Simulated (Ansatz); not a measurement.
# 1T-HfO2 on HfC(111): work function and capacitance

Wanted: Δφ, ε and EOT of 1T-HfO2 on HfC(111).

Main program and level: Ansatz 0.2.0; plane-wave DFT, LDA, Ansatz PAW.

## (1) The starting structure

The cell holds 7 atoms: 4 Hf and 3 C. Cell: a = 3.240 Å, b = 3.240 Å, c = 26.118 Å, α = 90.0°, β = 90.0°, γ = 120.0°. Vacuum lies along c.

## (2) The bare metal

The metal alone, strained to the film's lattice, gives the work function from which the change is counted. The dipole correction removes the false field that a one-sided slab makes across the periodic vacuum, so each face gets a flat vacuum level of its own.

input.yaml

```yaml
crystal:
  lattice:
    - [3.24, 0.0, 0.0]
    - [-1.62, 2.8059223083, 0.0]
    - [0.0, 0.0, 26.1179240803]
  atoms:
    - { symbol: Hf, position: [0.66666667, 0.33333333, 0.3445909396] }
    - { symbol: C, position: [0.0, 0.0, 0.3963939598] }
    - { symbol: Hf, position: [0.33333333, 0.66666667, 0.4481969799] }
    - { symbol: C, position: [0.66666667, 0.33333333, 0.5] }
    - { symbol: Hf, position: [0.0, 0.0, 0.5518030201] }
    - { symbol: C, position: [0.33333333, 0.66666667, 0.6036060402] }
    - { symbol: Hf, position: [0.66666667, 0.33333333, 0.6554090604] }
kpoints:
  mp_grid: { grid: [12, 12, 1] }
hamiltonian:
  xc: lda
scf:
  occupations: { method: fermi_dirac, width: 0.1 }
  convergence: { dr2_threshold: 1.0e-09 }
efield:
  axis: 3
  dipole_correction: true
  ramp_position: 0.97
  ramp_width: 0.06
relax:
  f_tol: 0.005
  max_steps: 90
  constraints: [{ sites: [0, 1, 2] }]
output:
  write_potential: true
  write_density: true
  volumetric_format: npy
```

The run is started by

```console
$ ansatz run input.yaml --threads 4 --pin off --max-ram 8192MiB --backend cpu --events-out ev --progress --plain --runs-dir out
```

Numbers of over 12 decimals in the logs are rounded to 6 here.

The log of the run:

```text
Engine: ansatz 0.2.0, x86_64-unknown-linux-gnu
Pseudopotentials: kind: paw
Pseudopotential: Hf, paw, valence charge 26, recommended cutoff 420 eV (normal), Hf.paw.azcp
Pseudopotential: C, paw, valence charge 4, recommended cutoff 420 eV (normal), C.paw.azcp
Functional definition: SPW92
  exchange = slater_x
  correlation = pw_c
Crystal: 7 atoms, lattice volume = 237.443 Å³
Basis set: ecut = 420 eV, 4743 PW (Γ)
Bands: 70, of which v1, the nominal top of the filled ones, is band 58 counted from 1 (57 counted from 0)
Symmetry: 6 space group operations
k-points: 19 of 144 (time reversal used)
Non-local potential: Hf, projectors of the file, l = 0: 3, l = 1: 2, l = 2: 2, l = 3: 3
Non-local potential: C, projectors of the file, l = 0: 2, l = 1: 2, l = 2: 1
PAW form: soft (Blöchl's): semilocal exchange-correlation on the pseudo side does not see the compensation charge
PAW frozen core: Hf, regenerated for the run's functional, and the local potential with it (the file was generated under x = pbe(κ = 0.804, μ = 0.219515), c = pbe(β = 0.066725))
PAW frozen core: C, regenerated for the run's functional, and the local potential with it (the file was generated under x = pbe(κ = 0.804, μ = 0.219515), c = pbe(β = 0.066725))
PAW one-centre angular grid: Hf, 590 points (default); XC on 64 Gauss nodes
PAW one-centre angular grid: C, 110 points (default); XC on 64 Gauss nodes
Initial density: superposition of atomic densities (neutral atoms: chi_scale 0, normalization atom), corrected by the library's trained network
Initial wavefunctions: pseudopotential atomic-orbital guess
Functional: x = slater, c = lda
SCF iter   1: F=—  HF=-62640.016660 eV  |F-HF|=—  |Δ(HF+E_count)|=         —  Δρ=7.38e-3  dr2=2.20e0  ethr=1.77e-3  p=0.000 e·Å  D=1.12e-13 V/Å  ΔV_dip=-0.00 eV  dr2_dipole=1.47e-7  V_vac-E_F(+/−)=5.07/5.07 eV  ⟨swp⟩=7.1  Hψ=5227  notcnv=0  defer=11
efield: sawtooth ramp at fractional position 0.9700 (set: `efield.ramp_position`, or a place that a band, a saddle search or an elastic batch's reference lends), width 0.0600; the density the first Hamiltonian is built on has a dipole p = 0.000 e·Å; the dipole correction subtracts the counter field D = 1.12e-13 V/Å, which shifts the + side's vacuum level by -0.00 eV against the − side's; the planar-averaged density in the ramp window peaks in size at 4.0e-5 e/Å³
preconditioner: auto → LDOS  [metal: Δε(μ)=0.054 eV  Ē_g=17.128 eV  σ=0.100 eV  W_gap=0.13  n_scr=62 (ndim 8)  ℏωp=25.0 eV  f_vac=0.542  D(μ)=5.17/eV (n_scr^D=16)  β→1.0]
SCF iter   2: F=—  HF=-62639.878450 eV  |F-HF|=—  |Δ(HF+E_count)|=   1.38e-1  Δρ=3.99e-3  dr2=4.45e-2  ethr=1.77e-3  p=0.000 e·Å  D=2.09e-5 V/Å  ΔV_dip=-0.00 eV  dr2_dipole=8.51e-12  V_vac-E_F(+/−)=4.75/4.75 eV  ⟨swp⟩=2.4  Hψ=1728  notcnv=0  defer=40
SCF iter   3: F=—  HF=-62639.875274 eV  |F-HF|=—  |Δ(HF+E_count)|=   3.18e-3  Δρ=2.55e-3  dr2=2.37e-2  ethr=3.83e-5  p=0.000 e·Å  D=1.00e-5 V/Å  ΔV_dip=-0.00 eV  dr2_dipole=1.06e-7  V_vac-E_F(+/−)=4.76/4.76 eV  ⟨swp⟩=2.4  Hψ=2819  notcnv=0  defer=40
SCF iter   4: F=—  HF=-62639.868707 eV  |F-HF|=—  |Δ(HF+E_count)|=   6.57e-3  Δρ=5.78e-4  dr2=2.00e-3  ethr=2.04e-5  p=0.000 e·Å  D=6.35e-6 V/Å  ΔV_dip=-0.00 eV  dr2_dipole=9.36e-9  V_vac-E_F(+/−)=4.73/4.73 eV  ⟨swp⟩=2.0  Hψ=2396  notcnv=0  defer=40
SCF iter   5: F=—  HF=-62639.868516 eV  |F-HF|=—  |Δ(HF+E_count)|=   1.92e-4  Δρ=2.61e-4  dr2=2.51e-4  ethr=1.73e-6  p=0.000 e·Å  D=3.69e-6 V/Å  ΔV_dip=-0.00 eV  dr2_dipole=6.91e-10  V_vac-E_F(+/−)=4.71/4.71 eV  ⟨swp⟩=2.2  Hψ=2326  notcnv=0  defer=40
SCF iter   6: F=—  HF=-62639.868420 eV  |F-HF|=—  |Δ(HF+E_count)|=   9.59e-5  Δρ=8.58e-5  dr2=2.95e-5  ethr=2.16e-7  p=0.000 e·Å  D=1.86e-6 V/Å  ΔV_dip=-0.00 eV  dr2_dipole=2.85e-10  V_vac-E_F(+/−)=4.70/4.70 eV  ⟨swp⟩=2.7  Hψ=2591  notcnv=0  defer=40
SCF iter   7: F=—  HF=-62639.868432 eV  |F-HF|=—  |Δ(HF+E_count)|=   1.26e-5  Δρ=2.05e-5  dr2=1.29e-6  ethr=2.54e-8  p=0.000 e·Å  D=6.01e-7 V/Å  ΔV_dip=-0.00 eV  dr2_dipole=3.27e-12  V_vac-E_F(+/−)=4.69/4.69 eV  ⟨swp⟩=2.4  Hψ=2341  notcnv=0  defer=40
SCF iter   8: F=—  HF=-62639.868291 eV  |F-HF|=—  |Δ(HF+E_count)|=   1.42e-4  Δρ=9.87e-6  dr2=4.64e-7  ethr=1.11e-9  p=0.000 e·Å  D=2.30e-7 V/Å  ΔV_dip=-0.00 eV  dr2_dipole=2.68e-12  V_vac-E_F(+/−)=4.69/4.69 eV  ⟨swp⟩=2.5  Hψ=2664  notcnv=0  defer=40
SCF iter   9: F=—  HF=-62639.868291 eV  |F-HF|=—  |Δ(HF+E_count)|=   8.22e-8  Δρ=3.37e-6  dr2=2.13e-8  ethr=4.00e-10  p=0.000 e·Å  D=8.48e-8 V/Å  ΔV_dip=-0.00 eV  dr2_dipole=6.60e-13  V_vac-E_F(+/−)=4.69/4.69 eV  ⟨swp⟩=2.3  Hψ=2279  notcnv=0  defer=40
SCF iter  10: F=—  HF=-62639.868291 eV  |F-HF|=—  |Δ(HF+E_count)|=   3.43e-8  Δρ=1.45e-6  dr2=3.52e-9  ethr=1.83e-11  p=0.000 e·Å  D=3.54e-8 V/Å  ΔV_dip=-0.00 eV  dr2_dipole=1.29e-14  V_vac-E_F(+/−)=4.69/4.69 eV  ⟨swp⟩=3.4  Hψ=3260  notcnv=0  defer=40
SCF iter  11: F=-62639.868291 eV  HF=-62639.868291 eV  |F-HF|=1.25e-9  |Δ(HF+E_count)|=   6.88e-9  Δρ=5.89e-7  dr2=7.57e-10  ethr=1.00e-12  p=0.000 e·Å  D=1.79e-8 V/Å  ΔV_dip=-0.00 eV  dr2_dipole=8.86e-15  V_vac-E_F(+/−)=4.69/4.69 eV  ⟨swp⟩=11.8  Hψ=11261  notcnv=0
SCF 1 converged in 11 iterations: F = -62639.868291 eV  dr2 = 7.57e-10
  greatest PAW one-centre occupation: 0.998 electrons in one spin orbital (limit 2), on the Hf atom at site 0 (counted from 0), in its partial waves of l = 3
relax step   1: F+E_penalty+E_count = -62639.86829086 eV  Δ(F+E_penalty+E_count) = +0.000e0 eV  max|allowed force component| = 2.189e0 eV/Å  Δτ_max = 0.0000 Å  (11 SCF iters, accepted)
Initial density: handed on by an earlier stage of this run
Initial wavefunctions: those handed on with the density
iter 1 solved again at ethr=1.81e-4 eV; its pass at ethr=3.10e-3 eV (dr2=2.10e-1 eV) is discarded
SCF iter   1: F=—  HF=-62640.196604 eV  |F-HF|=—  |Δ(HF+E_count)|=         —  Δρ=8.17e-3  dr2=2.12e-1  ethr=1.81e-4  p=0.000 e·Å  D=1.94e-8 V/Å  ΔV_dip=-0.00 eV  dr2_dipole=1.03e-2  V_vac-E_F(+/−)=4.69/4.69 eV  ⟨swp⟩=1.8  Hψ=4623  notcnv=0  defer=38
efield: sawtooth ramp at fractional position 0.9700 (set: `efield.ramp_position`, or a place that a band, a saddle search or an elastic batch's reference lends), width 0.0600; the density the first Hamiltonian is built on has a dipole p = 0.000 e·Å; the dipole correction subtracts the counter field D = 1.94e-8 V/Å, which shifts the + side's vacuum level by -0.00 eV against the − side's; the planar-averaged density in the ramp window peaks in size at 1.5e-7 e/Å³
preconditioner: auto → LDOS  [metal: Δε(μ)=0.013 eV  Ē_g=17.086 eV  σ=0.100 eV  W_gap=0.03  n_scr=62 (ndim 8)  ℏωp=25.0 eV  f_vac=0.554  D(μ)=4.69/eV (n_scr^D=14)  β→1.0]
[...]
SCF iter  12: F=-62640.186878 eV  HF=-62640.186878 eV  |F-HF|=9.68e-10  |Δ(HF+E_count)|=   1.80e-9  Δρ=4.29e-7  dr2=9.86e-10  ethr=1.00e-12  p=-0.006 e·Å  D=-4.54e-3 V/Å  ΔV_dip=0.12 eV  dr2_dipole=3.65e-10  V_vac-E_F(+/−)=4.83/4.71 eV  ⟨swp⟩=11.5  Hψ=10945  notcnv=0
SCF 3 converged in 12 iterations: F = -62640.186878 eV  dr2 = 9.86e-10
relax step   3: F+E_penalty+E_count = -62640.18687786 eV  Δ(F+E_penalty+E_count) = -2.831e-2 eV  max|allowed force component| = 8.818e-1 eV/Å  Δτ_max = 0.1896 Å  (12 SCF iters, accepted)
[...]
relax step   4: F+E_penalty+E_count = -62640.22523361 eV  Δ(F+E_penalty+E_count) = -3.836e-2 eV  max|allowed force component| = 7.498e-2 eV/Å  Δτ_max = 0.0753 Å  (12 SCF iters, accepted)
[...]
relax step   5: F+E_penalty+E_count = -62640.22527567 eV  Δ(F+E_penalty+E_count) = -4.205e-5 eV  max|allowed force component| = 7.667e-2 eV/Å  Δτ_max = 0.0142 Å  (10 SCF iters, accepted)
SCF iter   1: F=—  HF=-62640.225796 eV  |F-HF|=—  |Δ(HF+E_count)|=         —  Δρ=3.74e-4  dr2=3.99e-3  ethr=3.58e-5  p=-0.007 e·Å  D=-5.08e-3 V/Å  ΔV_dip=0.13 eV  dr2_dipole=1.81e-3  V_vac-E_F(+/−)=4.83/4.69 eV  ⟨swp⟩=2.0  Hψ=1849  notcnv=0  defer=46
efield: sawtooth ramp at fractional position 0.9700 (set: `efield.ramp_position`, or a place that a band, a saddle search or an elastic batch's reference lends), width 0.0600; the density the first Hamiltonian is built on has a dipole p = -0.007 e·Å; the dipole correction subtracts the counter field D = -5.08e-3 V/Å, which shifts the + side's vacuum level by +0.13 eV against the − side's; the planar-averaged density in the ramp window peaks in size at 2.0e-7 e/Å³
preconditioner: auto → LDOS  [metal: Δε(μ)=0.017 eV  Ē_g=17.056 eV  σ=0.100 eV  W_gap=0.04  n_scr=62 (ndim 8)  ℏωp=25.0 eV  f_vac=0.556  D(μ)=4.64/eV (n_scr^D=14)  β→1.0]
SCF iter   2: F=—  HF=-62640.225722 eV  |F-HF|=—  |Δ(HF+E_count)|=   7.35e-5  Δρ=2.30e-4  dr2=2.28e-4  ethr=3.44e-6  p=-0.006 e·Å  D=-4.94e-3 V/Å  ΔV_dip=0.13 eV  dr2_dipole=7.52e-7  V_vac-E_F(+/−)=4.82/4.69 eV  ⟨swp⟩=2.0  Hψ=1654  notcnv=0  defer=46
SCF iter   3: F=—  HF=-62640.225705 eV  |F-HF|=—  |Δ(HF+E_count)|=   1.75e-5  Δρ=1.44e-4  dr2=8.29e-5  ethr=1.96e-7  p=-0.007 e·Å  D=-5.01e-3 V/Å  ΔV_dip=0.13 eV  dr2_dipole=1.70e-7  V_vac-E_F(+/−)=4.83/4.69 eV  ⟨swp⟩=2.9  Hψ=2389  notcnv=0  defer=46
SCF iter   4: F=—  HF=-62640.225686 eV  |F-HF|=—  |Δ(HF+E_count)|=   1.92e-5  Δρ=2.49e-5  dr2=6.07e-6  ethr=7.15e-8  p=-0.007 e·Å  D=-5.01e-3 V/Å  ΔV_dip=0.13 eV  dr2_dipole=1.37e-6  V_vac-E_F(+/−)=4.83/4.69 eV  ⟨swp⟩=2.0  Hψ=2066  notcnv=0  defer=46
SCF iter   5: F=—  HF=-62640.225531 eV  |F-HF|=—  |Δ(HF+E_count)|=   1.55e-4  Δρ=9.44e-6  dr2=7.15e-7  ethr=5.23e-9  p=-0.007 e·Å  D=-5.02e-3 V/Å  ΔV_dip=0.13 eV  dr2_dipole=1.57e-7  V_vac-E_F(+/−)=4.83/4.70 eV  ⟨swp⟩=2.0  Hψ=2051  notcnv=0  defer=46
SCF iter   6: F=—  HF=-62640.225531 eV  |F-HF|=—  |Δ(HF+E_count)|=   7.57e-8  Δρ=3.84e-6  dr2=5.47e-8  ethr=6.16e-10  p=-0.007 e·Å  D=-5.04e-3 V/Å  ΔV_dip=0.13 eV  dr2_dipole=2.04e-9  V_vac-E_F(+/−)=4.83/4.70 eV  ⟨swp⟩=2.0  Hψ=2221  notcnv=0  defer=46
SCF iter   7: F=—  HF=-62640.225531 eV  |F-HF|=—  |Δ(HF+E_count)|=   2.17e-8  Δρ=1.79e-6  dr2=1.66e-8  ethr=4.72e-11  p=-0.007 e·Å  D=-5.05e-3 V/Å  ΔV_dip=0.13 eV  dr2_dipole=2.86e-9  V_vac-E_F(+/−)=4.83/4.70 eV  ⟨swp⟩=2.1  Hψ=2355  notcnv=0  defer=46
SCF iter   8: F=—  HF=-62640.225531 eV  |F-HF|=—  |Δ(HF+E_count)|=   7.46e-9  Δρ=7.16e-7  dr2=1.08e-9  ethr=1.43e-11  p=-0.007 e·Å  D=-5.06e-3 V/Å  ΔV_dip=0.13 eV  dr2_dipole=9.40e-11  V_vac-E_F(+/−)=4.83/4.70 eV  ⟨swp⟩=2.2  Hψ=2372  notcnv=0  defer=46
SCF iter   9: F=-62640.225531 eV  HF=-62640.225531 eV  |F-HF|=2.18e-10  |Δ(HF+E_count)|=   2.13e-9  Δρ=2.77e-7  dr2=4.20e-10  ethr=1.00e-12  p=-0.007 e·Å  D=-5.06e-3 V/Å  ΔV_dip=0.13 eV  dr2_dipole=7.42e-11  V_vac-E_F(+/−)=4.83/4.70 eV  ⟨swp⟩=11.5  Hψ=11040  notcnv=0
SCF 6 converged in 9 iterations: F = -62640.225531 eV  dr2 = 4.20e-10
relax step   6: F+E_penalty+E_count = -62640.22553122 eV  Δ(F+E_penalty+E_count) = -2.556e-4 eV  max|allowed force component| = 2.145e-3 eV/Å  Δτ_max = 0.0062 Å  (9 SCF iters, accepted)
NSCF: frozen V_eff on 19 k-points
the band table was solved once a step of the walk had ended and its energy, with any forces and stress, was formed, with the checks that follow a solve (6392 applications of the Hamiltonian). They found nothing against the state; the energy, forces and stress were not computed again (output.eigenvalues in the input reference)
WARN: The output density's exchange-correlation potential varies sharply where the density is thin. Do not read a vacuum level from v_tot or v_xc, or from such a field of the output density. On a cell that repeats whose density bears no net charge and no dipole along the vacuum's axis use v_es (v_loc + v_h of the components); under efield.dipole_correction with no amplitude use v_es + v_field, which holds any externa [...]
SCF converged after 9 iterations
Free energy (F): -62640.225531 eV
Harris-Foulkes:  -62640.225531 eV  (|F-HF|=2.18e-10)
Internal energy: -62640.074843 eV  (E = F + TS)
E sigma→0 (E₀):  -62640.150187 eV
Entropy (-TS):   -0.150689 eV (-21.527 meV/atom)
Fermi energy:    5.539897 eV
Dipole field:    D = -0.005047 V/Å  (p = -0.006623 e·Å, saw-weighted, corrected)
Work function:   Φ+ = 4.8272 eV   Φ− = 4.6954 eV
Levels:          The Fermi level and band energies are counted from a zero that moves with the ramp; work functions are not
--- Per-component energies (eV) ---
  E_band       = -1346.283455
  E_kinetic    = 1966.765301
  E_local      = -243838.590104  (includes V_loc(G=0)·N_el)
  E_nonlocal   = -4845.241748
  E_hartree    = 120492.560280
  E_xc         = -1335.769929
  E_vxc        = -1247.567089  (∫ρ·V_xc dr)
  E_paw        = -27018.843895  (= ΣΔE_a)
  E_vpaw       = 5633.286520  (= ΣTr[D̂ρ^β])
  E_aug_tail   = 0.000018  (compensation charges beyond the density's cutoff)
  E_efield     = 0.000017  (sawtooth field / dipole correction)
  E_vefield    = -0.061180  (∫n·V_field dr)
  E_ewald      = 91929.027749
  E_core_change = 10.017468  (= ΣΔE_core)
  E_smearing   = -0.150689  (= −TS)
  E_closure    = -0.000000  (closes the sum)
  Σ components = -62640.225531   (vs F -62640.225531, Δ=0.00e0)
--- Forces (eV/Å), atoms counted from 1 ---
  atom   1  Hf    -0.00000000     0.00000000     2.39468636
  atom   2  C      0.00000000    -0.00000000    -1.78446187
  atom   3  Hf    -0.00000000     0.00000000    -0.60884609
  atom   4  C     -0.00000000     0.00000000    -0.00006544
  atom   5  Hf     0.00000000    -0.00000000    -0.00022129
  atom   6  C     -0.00000000     0.00000000    -0.00214545
  atom   7  Hf     0.00000000    -0.00000000     0.00121019
  max |Σ_I F_I| component: 1.56e-4 eV/Å
--- Band table (eV; the first three rows and the last of 19) ---
  k-point 0: bands = [... 54 lower, 4.4811, 4.4811, 4.7865, 5.0695, 6.2424, 6.6021, 6.6021, 7.6057, ... 8 higher]
  k-point 1: bands = [... 54 lower, 3.9775, 4.4045, 4.8802, 5.1031, 6.1309, 6.4530, 6.7569, 7.1606, ... 8 higher]
  k-point 2: bands = [... 54 lower, 3.4710, 4.2211, 4.8216, 5.0963, 5.4841, 6.5180, 6.8005, 7.2172, ... 8 higher]
  k-point 18: bands = [... 54 lower, 2.7314, 2.9705, 5.4703, 5.5441, 5.9412, 6.1920, 7.9331, 8.6414, ... 8 higher]
--- Relaxed structure (6 steps of the walk, 6 accepted, 0 SCFs on fresh bases) ---
  F+E_penalty+E_count = -62640.22553122 eV   max|allowed force component| = 2.145e-3 eV/Å
  atoms:
    - { symbol: Hf, position: [0.666667, 0.333333, 0.344591] }
    - { symbol: C, position: [5.2112509285377527e-17, 5.286776313154905e-17, 0.396394] }
    - { symbol: Hf, position: [0.333333, 0.666667, 0.448197] }
    - { symbol: C, position: [0.666667, 0.333333, 0.498054] }
    - { symbol: Hf, position: [5.38299015853947e-17, 5.2867763131549775e-17, 0.546046] }
    - { symbol: C, position: [0.333333, 0.666667, 0.601525] }
    - { symbol: Hf, position: [0.666667, 0.333333, 0.643926] }
```

Run time: 2.5 min. Hardware: 4 threads of AMD EPYC (Zen 3), shared host; peak memory 0.8 GiB; 8.2 min of CPU time.

Relaxation path:

```csv
step,energy less that of the first step (eV),largest force component (eV/Å)
1,0.0000,2.1887
2,-0.2903,1.2015
3,-0.3186,0.8818
4,-0.3569,0.0750
5,-0.3570,0.0767
6,-0.3572,0.0021
```

The run keeps the 6 symmetry operations that it works with, so distortions that break them were not tested.

The atoms that moved most (Å):

```csv
atom,dx,dy,dz,length
Hf7,0.000,0.000,-0.300,0.300
Hf5,0.000,0.000,-0.150,0.150
C6,0.000,0.000,-0.054,0.054
C4,0.000,0.000,-0.051,0.051
```

Numbers from this step:

| Item | Value |
| --- | --- |
| energy at zero smearing | -62640.1502 eV |
| work function, upper face | 4.827 eV |
| work function, lower face | 4.695 eV |
| dipole along the normal | -0.006623 e·Å |
| step between the vacuum levels | 0.1318 eV |

Running mean over 2.706 and then 5.419 Å of the planar mean; the ramp of the sawtooth is left out. Table of electron's electrostatic potential energy less the Fermi level by z:

z (Å), electron's electrostatic potential energy less the Fermi level (eV) and a bar from the least value:
```
      3.5       4.66 ##############################
      4.0       4.58 #############################
      4.5       4.37 #############################
      5.0       3.91 ############################
      5.5       3.16 ##########################
      6.0       2.19 ########################
      6.5       1.06 ######################
      7.0      -0.19 ###################
      7.5      -1.44 #################
      8.0      -2.69 ##############
      8.5      -3.92 ###########
      9.0      -5.13 #########
      9.5      -6.31 ######
     10.0      -7.36 ####
     10.5      -8.16 ##
     11.0      -8.67 #
     11.5      -8.94 #
     12.0      -9.05 #
     12.5      -9.10 
     13.0      -9.18 
     13.5      -9.26 
     14.0      -9.31 
     14.5      -9.23 
     15.0      -8.91 #
     15.5      -8.31 ##
     16.0      -7.39 ####
     16.5      -6.26 ######
     17.0      -5.05 #########
     17.5      -3.79 ############
     18.0      -2.48 ###############
     18.5      -1.13 #################
     19.0       0.21 ####################
     19.5       1.49 #######################
     20.0       2.64 #########################
     20.5       3.57 ###########################
     21.0       4.22 #############################
     21.5       4.59 ##############################
     22.0       4.74 ##############################
     22.5       4.80 ##############################
     23.0       4.81 ##############################
```

The relaxation took 6 steps and lowered the energy by 0.36 eV; the largest force on the free atoms ends at 0.0021 eV/Å.

The work function of the upper face is 4.83 eV.

(Part 1 of 6 ends here.)

[Logs are printed without paths, hosts, clocks, repeated set-up lines and the standing remarks that a program may print on its own settings, such as how far it seeks lower states.]

[Hosts, paths, dates, database ids (printed as entryN), source tags and the programs' standing remarks are cut or masked in the printed files.]

[Maps of the electrostatic potential energy from Ansatz leave out the sawtooth potential of an applied field or a dipole correction, so their vacuum need not be flat; planar profiles and work functions include it.]
